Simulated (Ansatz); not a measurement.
# Static equation of state of AlN/GaN superlattice along [0001] (64 atoms)

The cell holds 64 atoms: 24 Al, 32 N and 8 Ga. Cell: a = 6.209 Å, b = 6.209 Å, c = 19.982 Å, α = 90.0°, β = 90.0°, γ = 120.0°. It derives from AlN and GaN. The starting structure: Wurtzite lattice with in-plane constant 3.189 Å; 3 periods of AlN and 1 of GaN along [0001], 2 x 2 in-plane cells; the two parts stretched along z by 0.9492 and 1.0; every coordinate displaced by a Gaussian of 0.02 Å. Regions: AlN, 48 atoms (24 Al and 24 N); GaN, 16 atoms (8 Ga and 8 N).

Calculated with Ansatz 0.2.0: Kohn-Sham DFT, LDA, PAW (set soft_1), plane waves; PAW set soft_1; cutoff 420 eV, k-mesh 3×3×1, fermi-dirac smearing of 0.05 eV. Cell and atoms were relaxed first, to V0 = 10.423 Å³ an atom at a residual P0 = 0.006 GPa. The cell was then scaled evenly, and the atoms were relaxed at each volume.

| volume (Å³/atom) | pressure (GPa) |
| --- | --- |
| 9.3805 | 27.16 |
| 9.7974 | ? |
| 10.110 | 6.792 |
| 10.735 | -5.830 |
| 11.048 | -10.84 |

**Question.** Fit the third-order Birch–Murnaghan equation to the rows given and interpolate to the withheld row.

**Working.**

Take the Eulerian strain f = ½[(V0/V)^(2/3) − 1] and the normalised pressure F = (P − P0) / [3f(1 + 2f)^(5/2)]. The third-order Birch–Murnaghan equation is then the line F = B0 + (3/2)B0(B′ − 4) f, so u = f and v = F.

| u = f | v = F (GPa) |
| --- | --- |
| 0.0363832 | 208.739 |
| 0.0102572 | 209.603 |
| -0.00975666 | 209.472 |
| -0.0190508 | 209.182 |

With n = 4: mean u = 0.00445825, mean v = 209.249, Σ(u − ū)² = 0.0018076, Σ(u − ū)(v − v̄) = -0.015824. Slope b = -0.015824 / 0.0018076 = -8.7542; intercept a = v̄ − b ū = 209.29.

So B0 = a = 209 GPa and B′ = 4 + 2b/(3a) = 3.97. At the withheld volume f = 0.02106, F = a + b f = 209.1 GPa, and P = P0 + 3f(1 + 2f)^(5/2) F.

Prediction at 9.7974: 14.65 GPa. The run gave 14.66 GPa, so the fit is low by 0.010 GPa (0.071 % of the value).

Among the rows given, the largest miss of the fit is at 9.3805, by 0.030 GPa (0.079 % of the range of the table).

Limits: Static cells at zero temperature; the cell shape is held. The program notes that the SCF threshold of these relaxations is loose for the stress.

[Hosts, paths, dates, database ids (printed as entryN), source tags and the programs' standing remarks are cut or masked in the printed files.]
